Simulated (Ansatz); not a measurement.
Consider Cs2TcBr6 (started from the K2PtCl6 type) (Fm-3m).

The structure was built from a prototype and need not be the compound's stable phase.

```xyz
9
Lattice="5.0926 0.0000 5.0926 5.0926 5.0926 0.0000 0.0000 5.0926 5.0926" Properties=species:S:1:pos:R:3 pbc="T T T"
Cs    2.5463    2.5463    2.5463
Cs    7.6389    7.6389    7.6389
Tc    0.0000    0.0000    0.0000
Br    2.4753    5.0926    5.0926
Br    7.7099    5.0926    5.0926
Br    5.0926    5.0926    2.4753
Br    5.0926    5.0926    7.7099
Br    5.0926    2.4753    5.0926
Br    5.0926    7.7099    5.0926
```

The structure was relaxed with LDA. The structure type comes from a generator and need not be one that this composition takes. The structure was generated from a model, not taken from a measurement. The runs that relaxed it are not among those shown. The program's search for lower electronic states was switched off, so nothing shows that the state found is the lowest. Spin-orbit coupling is left out unless a run names it. PAW set soft_2, made with PBE.

A constrained-RPA run (Ansatz 0.2.0; non-magnetic LDA; Tc t2g, bands v2 to c1, 2×2×2 mesh, medium accuracy) builds 3 functions on bands 0.70 eV wide, with 3.0 electrons in the window. The bare on-site interaction is 10.4 eV and the bare J 0.34 eV.

**Question.** Estimate U, U′ and J.

On the Tc t2g shell, U = 2.44 eV (24 % of the bare value), U′ = 1.91 eV, J = 0.23 eV.

The parent state is non-magnetic and the interaction static (zero frequency); U depends on the window and the orbitals, so it belongs to this model alone. Coarse meshes can leave U off its limit, most where the target bands are metallic.

[Paths, hosts, dates, memory and timing lines, banners, echoed tables and standing remarks are left out of the program output.]

[Logs are printed without paths, hosts, clocks, repeated set-up lines and the standing remarks that a program may print on its own settings, such as how far it seeks lower states.]

[Runs of the session that timed out or met a known fault of the program may be left out.]

[Hosts, paths, dates, database ids (printed as entryN), source tags and the programs' standing remarks are cut or masked in the printed files.]
